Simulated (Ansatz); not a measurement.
# W wire along [111], 4 atoms a period: bands along the axis

What gap, if any, does the W wire along [111], 4 atoms a period have, and how many channels would it open?

Calculated with Ansatz 0.2.0; DFT PBE, plane waves, PAW; relaxation of a wire's period; PAW set soft_1, in the first sound run; inputs show where later runs differ.

### 1. The structure

The cell holds 4 atoms: 4 W. Cell: a = 9.042 Å, b = 10.682 Å, c = 2.745 Å, α = 90.0°, β = 90.0°, γ = 90.0°. Vacuum lies along a and b. The structure's axis is c.

### 2. The relaxed wire

Band widths follow the bond lengths, so the wire is relaxed first. The atoms and the third cell vector are free; the box across stays fixed as vacuum. A Fermi-Dirac smearing is set since the result may be a metal. The pressure printed is a third of the stress's trace over the whole box, vacuum included; only the stress along the axis is relaxed.

Contents of input.yaml:

```yaml
crystal:
  lattice:
    - [9.042, 0.0, 0.0]
    - [0.0, 10.682, 0.0]
    - [0.0, 0.0, 2.74530053]
  atoms:
    - { symbol: W, position: [0.376023004, 0.439444587, 0.0] }
    - { symbol: W, position: [0.376023004, 0.681748852, 0.333333333] }
    - { symbol: W, position: [0.62392485, 0.318292455, 0.333333333] }
    - { symbol: W, position: [0.62392485, 0.56059672, 0.666666667] }
kpoints:
  mp_grid: { grid: [1, 1, 30] }
scf:
  occupations: { method: fermi_dirac, width: 0.05 }
hamiltonian:
  xc: pbe
  pseudopotentials: { kind: paw, azcp: { folder: soft_1 } }
relax:
  cell: { fix: [a, b, alpha, beta, gamma] }
  max_steps: 45
  f_tol: 0.03
```

Run with:

```
$ ansatz run input.yaml --threads 4 --pin off --max-ram 16384MiB --backend cpu --events-out ev --progress --plain --runs-dir out
```

Numbers of over 12 decimals in the logs are rounded to 6 here.

Output:

```text
Engine: ansatz 0.2.0, x86_64-unknown-linux-gnu
Pseudopotentials: kind: paw
Pseudopotential: W, paw, valence charge 14, recommended cutoff 420 eV (normal), soft_1/W.paw.azcp
Functional definition: PBE
  parameter kappa = 0.804
  parameter beta = 0.066725
  exchange = pbe_x(kappa = kappa, mu = beta*pi^2/3)
  correlation = pbe_c(beta = beta)
Crystal: 4 atoms, lattice volume = 265.159 Å³
Basis set: ecut = 420 eV, 5213 PW (Γ), exchange–correlation on 128×144×40 points (8 copies of the dense FFT grid, shifted against one another)
Bands: 34, of which v1, the nominal top of the filled ones, is band 28 counted from 1 (27 counted from 0)
Symmetry: 2 space group operations
Space group: P-1 (ITA 2), of the structure as read, at distance tolerance 6.4e-5 Å
k-points: 16 of 30
Non-local potential: W, projectors of the file, l = 0: 3, l = 1: 2, l = 2: 2, l = 3: 1
PAW form: soft (Blöchl's): semilocal exchange-correlation on the pseudo side does not see the compensation charge
PAW one-centre angular grid: W, 590 points (default); XC on 64 Gauss nodes
Initial density: superposition of atomic densities (neutral atoms: chi_scale 0, normalization atom)
Initial wavefunctions: pseudopotential atomic-orbital guess
Functional: x = pbe(κ = 0.804, μ = 0.219515), c = pbe(β = 0.066725)
SCF iter   1: F=—  HF=-41535.667225 eV  |F-HF|=—  |Δ(HF+E_count)|=         —  Δρ=3.93e-2  dr2=1.66e1  ethr=3.10e-3  ⟨swp⟩=7.6  Hψ=2426  notcnv=0
preconditioner: auto → LDOS  [metal: Δε(μ)=0.042 eV  Ē_g=3.800 eV  σ=0.050 eV  W_gap=0.21  n_scr=32 (ndim 8)  ℏωp=11.2 eV  f_vac=0.516  D(μ)=5.35/eV (n_scr^D=30)  β→1.0]
SCF iter   2: F=—  HF=-41535.483541 eV  |F-HF|=—  |Δ(HF+E_count)|=   1.84e-1  Δρ=4.20e-2  dr2=2.41e1  ethr=3.10e-3  ⟨swp⟩=4.1  Hψ=1516  notcnv=0
SCF iter   3: F=—  HF=-41532.171364 eV  |F-HF|=—  |Δ(HF+E_count)|=    3.31e0  Δρ=6.60e-3  dr2=3.00e-1  ethr=3.10e-3  ⟨swp⟩=3.6  Hψ=1461  notcnv=0
SCF iter   4: F=—  HF=-41532.161162 eV  |F-HF|=—  |Δ(HF+E_count)|=   1.02e-2  Δρ=2.35e-3  dr2=2.98e-2  ethr=5.36e-4  ⟨swp⟩=2.4  Hψ=826  notcnv=0
SCF iter   5: F=—  HF=-41532.161105 eV  |F-HF|=—  |Δ(HF+E_count)|=   5.66e-5  Δρ=8.52e-4  dr2=4.80e-3  ethr=5.32e-5  ⟨swp⟩=2.4  Hψ=839  notcnv=0
SCF iter   6: F=—  HF=-41532.161150 eV  |F-HF|=—  |Δ(HF+E_count)|=   4.51e-5  Δρ=3.57e-4  dr2=1.46e-3  ethr=8.57e-6  ⟨swp⟩=2.0  Hψ=745  notcnv=0
SCF iter   7: F=—  HF=-41532.161060 eV  |F-HF|=—  |Δ(HF+E_count)|=   9.03e-5  Δρ=1.32e-4  dr2=1.62e-4  ethr=2.60e-6  ⟨swp⟩=2.1  Hψ=717  notcnv=0
SCF iter   8: F=—  HF=-41532.161084 eV  |F-HF|=—  |Δ(HF+E_count)|=   2.40e-5  Δρ=5.45e-5  dr2=1.17e-5  ethr=2.90e-7  ⟨swp⟩=2.0  Hψ=734  notcnv=0
SCF iter   9: F=—  HF=-41532.161182 eV  |F-HF|=—  |Δ(HF+E_count)|=   9.76e-5  Δρ=2.09e-5  dr2=2.37e-6  ethr=2.10e-8  ⟨swp⟩=2.5  Hψ=950  notcnv=0
SCF iter  10: F=—  HF=-41532.161182 eV  |F-HF|=—  |Δ(HF+E_count)|=   1.78e-7  Δρ=5.95e-6  dr2=2.40e-7  ethr=4.23e-9  ⟨swp⟩=2.0  Hψ=738  notcnv=0
SCF iter  11: F=-41532.161182 eV  HF=-41532.161182 eV  |F-HF|=2.25e-8  |Δ(HF+E_count)|=   4.53e-8  Δρ=2.29e-6  dr2=4.13e-8  ethr=1.79e-10  ⟨swp⟩=5.0  Hψ=1910  notcnv=0
SCF 1 converged in 11 iterations: F = -41532.161182 eV  dr2 = 4.13e-8
  greatest PAW one-centre occupation: 0.999 electrons in one spin orbital (limit 2), on the W atom at site 3 (counted from 0), in its partial waves of l = 0
relax step   1: F+E_penalty+E_count = -41532.16118200 eV  Δ(F+E_penalty+E_count) = +0.000e0 eV  max|allowed force component| = 3.081e0 eV/Å  Δτ_max = 0.0000 Å  P = -7.818 GPa  Ω = 265.159 Å³  fix = [a, b, alpha, beta, gamma]  reactions: a -6.054, b -8.476 GPa; alpha +0.612, beta +1.034, gamma -2.055 GPa/rad  (11 SCF iters, dr2 threshold 1.00e-7 eV, accepted)
Crystal: 4 atoms, lattice volume = 259.741 Å³
Basis set: ecut = 420 eV, 5101 PW (Γ), exchange–correlation on 128×144×40 points (8 copies of the dense FFT grid, shifted against one another)
Initial density: handed on by an earlier stage of this run
Initial wavefunctions: those handed on with the density
SCF iter   1: F=—  HF=-41534.050701 eV  |F-HF|=—  |Δ(HF+E_count)|=         —  Δρ=1.99e-2  dr2=3.64e0  ethr=3.10e-3  ⟨swp⟩=9.9  Hψ=2807  notcnv=0
preconditioner: auto → LDOS  [metal: Δε(μ)=0.088 eV  Ē_g=4.086 eV  σ=0.050 eV  W_gap=0.41  n_scr=32 (ndim 8)  ℏωp=11.3 eV  f_vac=0.568  D(μ)=2.22/eV (n_scr^D=10)  β→1.0]
SCF iter   2: F=—  HF=-41537.746035 eV  |F-HF|=—  |Δ(HF+E_count)|=    3.70e0  Δρ=5.33e-2  dr2=4.33e1  ethr=3.10e-3  ⟨swp⟩=4.1  Hψ=1453  notcnv=0  defer=1  recentre
SCF iter   3: F=—  HF=-41533.604737 eV  |F-HF|=—  |Δ(HF+E_count)|=    4.14e0  Δρ=7.69e-3  dr2=4.45e-1  ethr=3.10e-3  ⟨swp⟩=4.0  Hψ=1460  notcnv=0  defer=3
SCF iter   4: F=—  HF=-41533.556069 eV  |F-HF|=—  |Δ(HF+E_count)|=   4.87e-2  Δρ=1.71e-3  dr2=1.66e-2  ethr=7.95e-4  ⟨swp⟩=3.2  Hψ=913  notcnv=0  defer=2
SCF iter   5: F=—  HF=-41533.554071 eV  |F-HF|=—  |Δ(HF+E_count)|=   2.00e-3  Δρ=4.99e-4  dr2=5.73e-4  ethr=2.96e-5  ⟨swp⟩=2.9  Hψ=1052  notcnv=0  defer=2
SCF iter   6: F=—  HF=-41533.554525 eV  |F-HF|=—  |Δ(HF+E_count)|=   4.54e-4  Δρ=1.58e-4  dr2=1.71e-4  ethr=1.02e-6  ⟨swp⟩=2.9  Hψ=1109  notcnv=0  defer=2
SCF iter   7: F=—  HF=-41533.554639 eV  |F-HF|=—  |Δ(HF+E_count)|=   1.14e-4  Δρ=5.37e-5  dr2=3.20e-5  ethr=3.06e-7  ⟨swp⟩=2.8  Hψ=877  notcnv=0  defer=2
SCF iter   8: F=—  HF=-41533.554641 eV  |F-HF|=—  |Δ(HF+E_count)|=   1.38e-6  Δρ=2.00e-5  dr2=2.53e-6  ethr=5.72e-8  ⟨swp⟩=2.0  Hψ=738  notcnv=0  defer=2
SCF iter   9: F=-41533.554641 eV  HF=-41533.554641 eV  |F-HF|=3.56e-8  |Δ(HF+E_count)|=   1.17e-7  Δρ=4.61e-6  dr2=6.79e-8  ethr=7.14e-10  ⟨swp⟩=6.0  Hψ=2261  notcnv=0
SCF 2 converged in 9 iterations: F = -41533.554641 eV  dr2 = 6.79e-8
relax step   2: F+E_penalty+E_count = -41533.55464072 eV  Δ(F+E_penalty+E_count) = -1.393e0 eV  max|allowed force component| = 1.593e0 eV/Å  Δτ_max = 0.1950 Å  P = +1.130 GPa  Ω = 259.741 Å³  energy of the carried Pulay correction = +5.810e-4 eV  fix = [a, b, alpha, beta, gamma]  reactions: a +1.959, b +0.486 GPa; alpha +0.454, beta +0.757, gamma -1.228 GPa/rad  (9 SCF iters, dr2 threshold 4.00e-7 eV, accepted)
Crystal: 4 atoms, lattice volume = 258.841 Å³
Basis set: ecut = 420 eV, 5093 PW (Γ), exchange–correlation on 128×144×40 points (8 copies of the dense FFT grid, shifted against one another)
iter 1 solved again at ethr=3.51e-4 eV; its pass at ethr=3.10e-3 eV (dr2=1.97e-1 eV) is discarded
SCF iter   1: F=—  HF=-41533.703643 eV  |F-HF|=—  |Δ(HF+E_count)|=         —  Δρ=7.29e-3  dr2=1.99e-1  ethr=3.51e-4  ⟨swp⟩=2.0  Hψ=2919  notcnv=0
preconditioner: auto → LDOS  [metal: Δε(μ)=0.053 eV  Ē_g=3.764 eV  σ=0.050 eV  W_gap=0.26  n_scr=32 (ndim 8)  ℏωp=11.3 eV  f_vac=0.563  D(μ)=4.64/eV (n_scr^D=22)  β→1.0]
SCF iter   2: F=—  HF=-41533.705179 eV  |F-HF|=—  |Δ(HF+E_count)|=   1.54e-3  Δρ=4.10e-3  dr2=1.46e-1  ethr=3.51e-4  ⟨swp⟩=3.4  Hψ=1197  notcnv=0
SCF iter   3: F=—  HF=-41533.679071 eV  |F-HF|=—  |Δ(HF+E_count)|=   2.61e-2  Δρ=1.72e-3  dr2=4.11e-2  ethr=2.60e-4  ⟨swp⟩=3.3  Hψ=1129  notcnv=0
SCF iter   4: F=—  HF=-41533.674055 eV  |F-HF|=—  |Δ(HF+E_count)|=   5.02e-3  Δρ=5.54e-4  dr2=1.55e-3  ethr=7.34e-5  ⟨swp⟩=2.1  Hψ=767  notcnv=0
SCF iter   5: F=—  HF=-41533.673957 eV  |F-HF|=—  |Δ(HF+E_count)|=   9.85e-5  Δρ=1.62e-4  dr2=2.27e-4  ethr=2.76e-6  ⟨swp⟩=2.1  Hψ=739  notcnv=0
SCF iter   6: F=—  HF=-41533.674058 eV  |F-HF|=—  |Δ(HF+E_count)|=   1.01e-4  Δρ=4.42e-5  dr2=2.10e-5  ethr=4.05e-7  ⟨swp⟩=2.0  Hψ=767  notcnv=0
SCF iter   7: F=—  HF=-41533.674060 eV  |F-HF|=—  |Δ(HF+E_count)|=   1.96e-6  Δρ=1.76e-5  dr2=1.77e-6  ethr=3.75e-8  ⟨swp⟩=2.1  Hψ=831  notcnv=0
SCF iter   8: F=-41533.674060 eV  HF=-41533.674060 eV  |F-HF|=6.99e-9  |Δ(HF+E_count)|=   2.04e-7  Δρ=4.61e-6  dr2=1.08e-7  ethr=7.14e-10  ⟨swp⟩=5.2  Hψ=2100  notcnv=0
SCF 3 converged in 8 iterations: F = -41533.674060 eV  dr2 = 1.08e-7
relax step   3: F+E_penalty+E_count = -41533.67406028 eV  Δ(F+E_penalty+E_count) = -1.194e-1 eV  max|allowed force component| = 7.455e-1 eV/Å  Δτ_max = 0.0826 Å  P = -0.134 GPa  Ω = 258.841 Å³  energy of the carried Pulay correction = +6.786e-4 eV  fix = [a, b, alpha, beta, gamma]  reactions: a -0.141, b -0.164 GPa; alpha +0.554, beta +1.033, gamma +0.128 GPa/rad  (8 SCF iters, dr2 threshold 4.00e-7 eV, accepted)
Crystal: 4 atoms, lattice volume = 259.199 Å³
iter 1 solved again at ethr=3.25e-5 eV; its pass at ethr=3.10e-3 eV (dr2=1.82e-2 eV) is discarded
SCF iter   1: F=—  HF=-41533.727260 eV  |F-HF|=—  |Δ(HF+E_count)|=         —  Δρ=2.97e-3  dr2=1.68e-2  ethr=3.25e-5  ⟨swp⟩=2.2  Hψ=2960  notcnv=0
preconditioner: auto → LDOS  [metal: Δε(μ)=0.061 eV  Ē_g=3.817 eV  σ=0.050 eV  W_gap=0.28  n_scr=32 (ndim 8)  ℏωp=11.3 eV  f_vac=0.564  D(μ)=4.16/eV (n_scr^D=20)  β→1.0]
SCF iter   2: F=—  HF=-41533.725186 eV  |F-HF|=—  |Δ(HF+E_count)|=   2.07e-3  Δρ=1.13e-3  dr2=5.27e-3  ethr=3.01e-5  ⟨swp⟩=2.0  Hψ=1024  notcnv=0
SCF iter   3: F=—  HF=-41533.724333 eV  |F-HF|=—  |Δ(HF+E_count)|=   8.53e-4  Δρ=4.63e-4  dr2=2.77e-3  ethr=9.41e-6  ⟨swp⟩=2.0  Hψ=954  notcnv=0
SCF iter   4: F=—  HF=-41533.723948 eV  |F-HF|=—  |Δ(HF+E_count)|=   3.85e-4  Δρ=2.06e-4  dr2=2.12e-4  ethr=4.94e-6  ⟨swp⟩=2.0  Hψ=733  notcnv=0
SCF iter   5: F=—  HF=-41533.724020 eV  |F-HF|=—  |Δ(HF+E_count)|=   7.26e-5  Δρ=6.20e-5  dr2=1.46e-5  ethr=3.79e-7  ⟨swp⟩=2.2  Hψ=748  notcnv=0
SCF iter   6: F=—  HF=-41533.724023 eV  |F-HF|=—  |Δ(HF+E_count)|=   2.68e-6  Δρ=2.38e-5  dr2=2.52e-6  ethr=2.61e-8  ⟨swp⟩=2.6  Hψ=988  notcnv=0
SCF iter   7: F=-41533.724025 eV  HF=-41533.724025 eV  |F-HF|=1.05e-7  |Δ(HF+E_count)|=   1.98e-6  Δρ=5.53e-6  dr2=1.05e-7  ethr=7.14e-10  ⟨swp⟩=4.0  Hψ=2329  notcnv=0
SCF 4 converged in 7 iterations: F = -41533.724025 eV  dr2 = 1.05e-7
relax step   4: F+E_penalty+E_count = -41533.72402517 eV  Δ(F+E_penalty+E_count) = -4.996e-2 eV  max|allowed force component| = 1.962e-1 eV/Å  Δτ_max = 0.0521 Å  P = +0.071 GPa  Ω = 259.199 Å³  energy of the carried Pulay correction = +6.397e-4 eV  fix = [a, b, alpha, beta, gamma]  reactions: a +0.124, b +0.014 GPa; alpha +0.148, beta +0.305, gamma +0.046 GPa/rad  (7 SCF iters, dr2 threshold 4.00e-7 eV, accepted)
Crystal: 4 atoms, lattice volume = 259.502 Å³
iter 1 solved again at ethr=4.88e-6 eV; its pass at ethr=3.10e-3 eV (dr2=2.73e-3 eV) is discarded
SCF iter   1: F=—  HF=-41533.728053 eV  |F-HF|=—  |Δ(HF+E_count)|=         —  Δρ=1.13e-3  dr2=2.67e-3  ethr=4.88e-6  ⟨swp⟩=2.5  Hψ=2699  notcnv=0
preconditioner: auto → LDOS  [metal: Δε(μ)=0.040 eV  Ē_g=3.812 eV  σ=0.050 eV  W_gap=0.20  n_scr=32 (ndim 8)  ℏωp=11.3 eV  f_vac=0.564  D(μ)=4.21/eV (n_scr^D=20)  β→1.0]
SCF iter   2: F=—  HF=-41533.727735 eV  |F-HF|=—  |Δ(HF+E_count)|=   3.19e-4  Δρ=4.85e-4  dr2=8.78e-4  ethr=4.76e-6  ⟨swp⟩=2.0  Hψ=937  notcnv=0
SCF iter   3: F=—  HF=-41533.727625 eV  |F-HF|=—  |Δ(HF+E_count)|=   1.10e-4  Δρ=2.39e-4  dr2=4.86e-4  ethr=1.57e-6  ⟨swp⟩=2.4  Hψ=989  notcnv=0
SCF iter   4: F=—  HF=-41533.727593 eV  |F-HF|=—  |Δ(HF+E_count)|=   3.22e-5  Δρ=8.95e-5  dr2=3.02e-5  ethr=8.68e-7  ⟨swp⟩=2.0  Hψ=629  notcnv=0
SCF iter   5: F=—  HF=-41533.727682 eV  |F-HF|=—  |Δ(HF+E_count)|=   8.98e-5  Δρ=2.76e-5  dr2=3.23e-6  ethr=5.39e-8  ⟨swp⟩=2.8  Hψ=1029  notcnv=0
SCF iter   6: F=-41533.727683 eV  HF=-41533.727682 eV  |F-HF|=1.47e-7  |Δ(HF+E_count)|=   1.91e-7  Δρ=8.13e-6  dr2=2.37e-7  ethr=7.14e-10  ⟨swp⟩=3.7  Hψ=2341  notcnv=0
SCF 5 converged in 6 iterations: F = -41533.727683 eV  dr2 = 2.37e-7
relax step   5: F+E_penalty+E_count = -41533.72768260 eV  Δ(F+E_penalty+E_count) = -3.657e-3 eV  max|allowed force component| = 2.486e-2 eV/Å  Δτ_max = 0.0192 Å  P = +0.062 GPa  Ω = 259.502 Å³  energy of the carried Pulay correction = +6.068e-4 eV  fix = [a, b, alpha, beta, gamma]  reactions: a +0.184, b +0.013 GPa; alpha +0.006, beta +0.027, gamma -0.026 GPa/rad  (6 SCF iters, dr2 threshold 4.00e-7 eV, accepted)
Basis set: ecut = 420 eV, 5101 PW (Γ), exchange–correlation on 128×144×36 points (8 copies of the dense FFT grid, shifted against one another)
Initial wavefunctions: pseudopotential atomic-orbital guess (no wavefunctions were taken with the density)
iter 1 solved again at ethr=2.67e-7 eV; its pass at ethr=3.10e-3 eV (dr2=1.49e-4 eV) is discarded
SCF iter   1: F=—  HF=-41533.726828 eV  |F-HF|=—  |Δ(HF+E_count)|=         —  Δρ=3.05e-5  dr2=5.20e-7  ethr=2.67e-7  ⟨swp⟩=3.9  Hψ=4138  notcnv=0
preconditioner: auto → LDOS  [metal: Δε(μ)=0.043 eV  Ē_g=3.811 eV  σ=0.050 eV  W_gap=0.21  n_scr=32 (ndim 8)  ℏωp=11.3 eV  f_vac=0.564  D(μ)=4.19/eV (n_scr^D=20)  β→1.0]
SCF iter   2: F=—  HF=-41533.727041 eV  |F-HF|=—  |Δ(HF+E_count)|=   2.12e-4  Δρ=5.55e-6  dr2=1.69e-7  ethr=9.28e-10  ⟨swp⟩=3.0  Hψ=1203  notcnv=0
SCF iter   3: F=—  HF=-41533.727041 eV  |F-HF|=—  |Δ(HF+E_count)|=   2.63e-8  Δρ=4.08e-6  dr2=2.11e-7  ethr=3.01e-10  ⟨swp⟩=2.2  Hψ=982  notcnv=0
SCF iter   4: F=—  HF=-41533.727041 eV  |F-HF|=—  |Δ(HF+E_count)|=   2.65e-8  Δρ=1.66e-6  dr2=1.62e-8  ethr=3.01e-10  ⟨swp⟩=2.0  Hψ=734  notcnv=0
SCF iter   5: F=—  HF=-41533.727041 eV  |F-HF|=—  |Δ(HF+E_count)|=  7.28e-12  Δρ=5.19e-7  dr2=1.16e-9  ethr=2.89e-11  ⟨swp⟩=2.0  Hψ=733  notcnv=0
SCF iter   6: F=—  HF=-41533.727041 eV  |F-HF|=—  |Δ(HF+E_count)|=  7.86e-10  Δρ=2.11e-7  dr2=2.21e-10  ethr=2.08e-12  ⟨swp⟩=3.3  Hψ=1073  notcnv=0
SCF iter   7: F=-41533.727041 eV  HF=-41533.727041 eV  |F-HF|=7.28e-12  |Δ(HF+E_count)|=  6.55e-11  Δρ=5.34e-8  dr2=1.88e-11  ethr=1.00e-12  ⟨swp⟩=4.5  Hψ=2294  notcnv=0
SCF 6 converged in 7 iterations: F = -41533.727041 eV  dr2 = 1.88e-11
relax step   6: F+E_penalty+E_count = -41533.72704069 eV  Δ(F+E_penalty+E_count) = +6.419e-4 eV  max|allowed force component| = 2.518e-2 eV/Å  Δτ_max = 0.0000 Å  P = +0.064 GPa  Ω = 259.502 Å³  fix = [a, b, alpha, beta, gamma]  reactions: a +0.186, b +0.015 GPa; alpha +0.006, beta +0.026, gamma -0.026 GPa/rad  stress off target by 1.06e-2 GPa on what of the cell is left free  SCF on the basis re-selected at this cell (its energy is not comparable with the rows above)  (7 SCF iters)
basis re-selected at this cell: Δ(F+E_penalty+E_count) = +6.419e-4 eV, ΔP = +0.001 GPa vs the last step (what re-selecting the basis moved, of the pressure what is left beyond the Pulay correction that the steps carried, after the strain that the cell walked since its last selection, with what the two solves' SCF thresholds leave and, on support functions, any second-order correction that the steps lacked; it is no measure of the basis error at this ecutwfc). The dense FFT grid was sized anew with the basis: this SCF ran on 64×72×18 points, the steps before it on 64×72×20, so part of this shift can come from that change (see relax.cell in the input reference). [rest of the remark cut]
SCF converged after 7 iterations
Free energy (F): -41533.727041 eV
Harris-Foulkes:  -41533.727041 eV  (|F-HF|=7.28e-12)
Internal energy: -41533.691882 eV  (E = F + TS)
E sigma→0 (E₀):  -41533.709461 eV
Entropy (-TS):   -0.035159 eV (-8.790 meV/atom)
Fermi energy:    2.461534 eV
--- Per-component energies (eV) ---
  E_band       = -1422.326832
  E_kinetic    = 1686.850498
  E_local      = -16698.612683  (includes V_loc(G=0)·N_el)
  E_nonlocal   = -95.374730
  E_hartree    = 7625.834217
  E_xc         = -1062.722757
  E_vxc        = -914.228146  (∫ρ·V_xc dr)
  E_paw        = -34312.990724  (= ΣΔE_a)
  E_vpaw       = -652.630741  (= ΣTr[D̂ρ^β])
  E_aug_tail   = 0.000594  (compensation charges beyond the density's cutoff)
  E_ewald      = 1323.323702
  E_smearing   = -0.035159  (= −TS)
  E_closure    = -0.000000  (closes the sum)
  Σ components = -41533.727041   (vs F -41533.727041, Δ=0.00e0)
--- Forces (eV/Å), atoms counted from 1 ---
  atom   1  W     -0.02518409    -0.00045483    -0.01088312
  atom   2  W      0.01258476     0.00035946     0.00351958
  atom   3  W     -0.01258476    -0.00035946    -0.00351958
  atom   4  W      0.02518409     0.00045483     0.01088312
  max |Σ_I F_I| component: 0.00e0 eV/Å
--- Stress (GPa, compression-positive) ---
        0.186261       0.025685      -0.026328
        0.025685       0.015140      -0.005974
       -0.026328      -0.005974      -0.010625
  P = ⅓ Tr σ = 0.0636 GPa (0.636 kbar)
--- Relaxed structure (5 steps of the walk, 5 accepted, 1 SCFs on fresh bases) ---
  F+E_penalty+E_count = -41533.72704069 eV   max|allowed force component| = 2.518e-2 eV/Å   (the final SCF, on the basis selected at the relaxed cell)
  cell:  # Å, volume = 259.5020 Å³
    - [9.042, 0, 0]
    - [0, 10.682, 0]
    - [0, 0, 2.686727]
  atoms:
    - { symbol: W, position: [0.383411, 0.443788, 0.040999] }
    - { symbol: W, position: [0.390072, 0.663828, 0.332573] }
    - { symbol: W, position: [0.609876, 0.336213, 0.334093] }
    - { symbol: W, position: [0.616536, 0.556253, 0.625667] }
```

Run time: 11 s. Hardware: 4 threads of Intel Xeon Platinum 8488C (Sapphire Rapids), shared host; peak memory 0.68 GiB; 38 s of CPU time.

(Continued in part 2 of 2.)

[Logs are printed without paths, hosts, clocks, repeated set-up lines and the standing remarks that a program may print on its own settings, such as how far it seeks lower states.]

[Hosts, paths, dates, database ids (printed as entryN), source tags and the programs' standing remarks are cut or masked in the printed files.]
